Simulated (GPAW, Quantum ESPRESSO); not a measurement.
The O K edge of atom 3 in LaTiO3 (Pm-3m), with 2 Ti at 1.96 Å (linear, site symmetry 4/mmm), was computed in 2 ways: excited-electron core hole (neutral cell) and no core hole. Program and functional: GPAW, LDA, without spin-orbit coupling, Gaussian full width 0.9 eV up to 4 eV, rising linearly to 3.5 eV at 25 eV; cells of 5 and 20 atoms (the run without a hole in the smaller).

Each run is counted from its own lowest empty level or Fermi level and scaled to a mean of 1 over its first 20 eV.

| E (eV) | run 1 | run 2 |
| --- | --- | --- |
| -2.0 | 0.00 | 0.00 |
| -1.5 | 0.00 | 0.00 |
| -1.0 | 0.00 | 0.00 |
| -0.5 | 0.07 | 0.06 |
| 0.0 | 0.52 | 0.33 |
| 0.5 | 1.49 | 0.72 |
| 1.0 | 2.13 | 1.28 |
| 1.5 | 1.55 | 1.71 |
| 2.0 | 1.00 | 1.27 |
| 2.5 | 1.63 | 1.27 |
| 3.0 | 2.06 | 1.68 |
| 3.5 | 1.91 | 2.07 |
| 4.0 | 1.70 | 2.45 |
| 4.5 | 1.17 | 2.09 |
| 5.0 | 0.80 | 1.35 |
| 5.5 | 0.60 | 1.02 |
| 6.0 | 0.40 | 0.76 |
| 6.5 | 0.35 | 0.49 |
| 7.0 | 0.44 | 0.43 |
| 7.5 | 0.56 | 0.50 |
| 8.0 | 0.58 | 0.57 |
| 8.5 | 0.49 | 0.51 |
| 9.0 | 0.49 | 0.40 |
| 9.5 | 0.62 | 0.41 |
| 10.0 | 0.88 | 0.55 |
| 10.5 | 1.25 | 0.71 |
| 11.0 | 1.59 | 0.86 |
| 11.5 | 1.69 | 1.04 |
| 12.0 | 1.56 | 1.23 |
| 12.5 | 1.37 | 1.36 |
| 13.0 | 1.21 | 1.43 |
| 13.5 | 1.06 | 1.40 |
| 14.0 | 0.89 | 1.29 |
| 14.5 | 0.73 | 1.10 |
| 15.0 | 0.63 | 0.91 |
| 15.5 | 0.61 | 0.76 |
| 16.0 | 0.65 | 0.69 |
| 16.5 | 0.71 | 0.68 |
| 17.0 | 0.76 | 0.70 |
| 17.5 | 0.79 | 0.73 |
| 18.0 | 0.80 | 0.75 |
| 18.5 | 0.78 | 0.76 |
| 19.0 | 0.72 | 0.74 |
| 19.5 | 0.65 | 0.70 |
| 20.0 | 0.57 | 0.64 |
| 20.5 | 0.52 | 0.58 |
| 21.0 | 0.47 | 0.52 |
| 21.5 | 0.43 | 0.47 |
| 22.0 | 0.40 | 0.42 |
| 22.5 | 0.38 | 0.38 |
| 23.0 | 0.37 | 0.34 |
| 23.5 | 0.38 | 0.32 |
| 24.0 | 0.40 | 0.31 |
| 24.5 | 0.44 | 0.31 |
| 25.0 | 0.50 | 0.33 |
| 25.5 | 0.57 | 0.37 |
| 26.0 | 0.65 | 0.41 |
| 26.5 | 0.74 | 0.47 |
| 27.0 | 0.83 | 0.54 |
| 27.5 | 0.91 | 0.61 |
| 28.0 | 0.97 | 0.67 |
| 28.5 | 1.02 | 0.73 |
| 29.0 | 1.04 | 0.78 |

Which run is which?

Run 1: excited-electron core hole (neutral cell) (area from −2 to 6 eV 8.4, main maxima 1.0 eV (2.13), 3.0 eV (2.06), 11.4 eV (1.69) and 17.9 eV (0.80)). Run 2: no core hole (area from −2 to 6 eV 8.9, main maxima 1.5 eV (1.71), 4.1 eV (2.46), 13.1 eV (1.43) and 18.4 eV (0.76)). With each curve scaled to its own mean, the area from −2 to 6 eV with the hole is 8.4 against 8.9, and the centre of weight from −1 to 20 eV moves by -0.2 eV (first and strongest maxima below 20 eV: 1.5 eV (1.71), 4.1 eV (2.46) and 13.1 eV (1.43) without the hole, 1.0 eV (2.13), 3.0 eV (2.06) and 11.4 eV (1.69) with it); the shape changes all the same, by 34 % r.m.s.

[Hosts, paths, dates, database ids (printed as entryN), source tags and the programs' standing remarks are cut or masked in the printed files.]

[Lists of maxima count a maximum above −3 eV only where it reaches 4 % of the highest in the window and stands out from its surroundings by 2 % of it (1.5 % where it reaches 55 %); shoulders and weaker maxima are passed over, and of the rest the first, up to two pre-edge ones and the few strongest are named.]
